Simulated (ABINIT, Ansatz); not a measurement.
Computed results, one entry a study.

### YHSe (P-6m2): one start, several treatments of the self-energy

It takes space group P-6m2 (No. 187, hexagonal). The conventional cell has a = 3.841 Å, b = 3.841 Å, c = 3.916 Å, α = 90.00°, β = 90.00°, γ = 120.00°. Y has 3 H at 2.22 Å and 6 Se at 2.96 Å nearest. Nearest to H lie 3 Y at 2.22 Å. Nearest to Se lie 6 H at 2.96 Å and 6 Y at 2.96 Å. Farther neighbours, and contacts between anions beyond the nearest, are not listed.

* method: RPA screening on LDA, plane waves, norm-conserving pseudopotentials (and 4 further levels or steps)
* program: ABINIT 10.8.3
* settings: cutoff 39 Ha, PseudoDojo scalar-relativistic 0.4.1 standard, norm-conserving, ngkpt (3, 3, 4), nband 47, ecuteps 4.2 Ha, gwcalctyp 2, nfreqre 16, nfreqim 8, inclvkb 2, freqremax 40 eV, spmeth 1, nomegasf 120, shiftk (0, 0, 0), symchi 1, awtr 1, frequency cd, 3×3×4 k-mesh
* cost: 9 runs, 1.7 min in all on 4 MPI ranks of Arm Neoverse V1, shared host
* notes: The program’s warnings: Min real frequency set to default [Ha] = and nkpt*nsppol () is not a multiple of nproc spkpt (). The cell and positions are those that the Materials Project relaxed with its own functionals (PBE, PBE+U or r2SCAN), kept fixed. Limits: no spin-orbit coupling. Static COHSEX lies above G0W0: it lacks the factor Z and overstates the Coulomb hole of the filled states. The 3×3×4 mesh is coarse for this cell, which bears on the long-range parts of exchange and screening. The norm-conserving file of at least one element keeps a d shell over frozen s and p shells of the same row. Exchange with those shells is missing from the self-energy, an error of 0.3 to 0.9 eV in cases checked, whose sign depends on which edge lies on those atoms.
* G0W0, Godby-Needs plasmon pole: 2.581 eV
* G0W0, Hybertsen-Louie plasmon pole: 2.505 eV
* G0W0, von der Linden-Horsch plasmon pole: 2.611 eV
* one-shot COHSEX: 2.957 eV
* one-shot Hartree-Fock: 8.661 eV
* G0W0, contour deformation: 2.587 eV
* known limits: short of the basis limit; exchange with frozen shells missing; no spin-orbit coupling; coarse k mesh

G0W0, Hybertsen-Louie plasmon pole: −0.076 eV against G0W0, Godby-Needs plasmon pole. G0W0, von der Linden-Horsch plasmon pole: +0.030 eV against G0W0, Godby-Needs plasmon pole.

[Paths, hosts, dates, memory and timing lines, banners, echoed tables and standing remarks are left out of the program output; an Ansatz launch command may be rebuilt from the run's recorded settings. Measured values are a selection of at most five: reports struck by readers or far from the other reports are left out. None is set beside runs whose start may be inverted or whose files or cutoffs have a known fault.]

[Runs of the session that timed out or met a known fault of the program may be left out.]

[Hosts, paths, dates, database ids (printed as entryN), source tags and the programs' standing remarks are cut or masked in the printed files.]

[G0W0 gaps are taken among the corrected bands and points alone; a level outside them can change the order at an edge.]

[Where Ansatz stands beside ABINIT at settings called matched, ABINIT's density can come from a denser mesh and the files from another edition; pairs whose starting gaps differed by over 0.03 eV were left out, so agreement reads better than it is.]
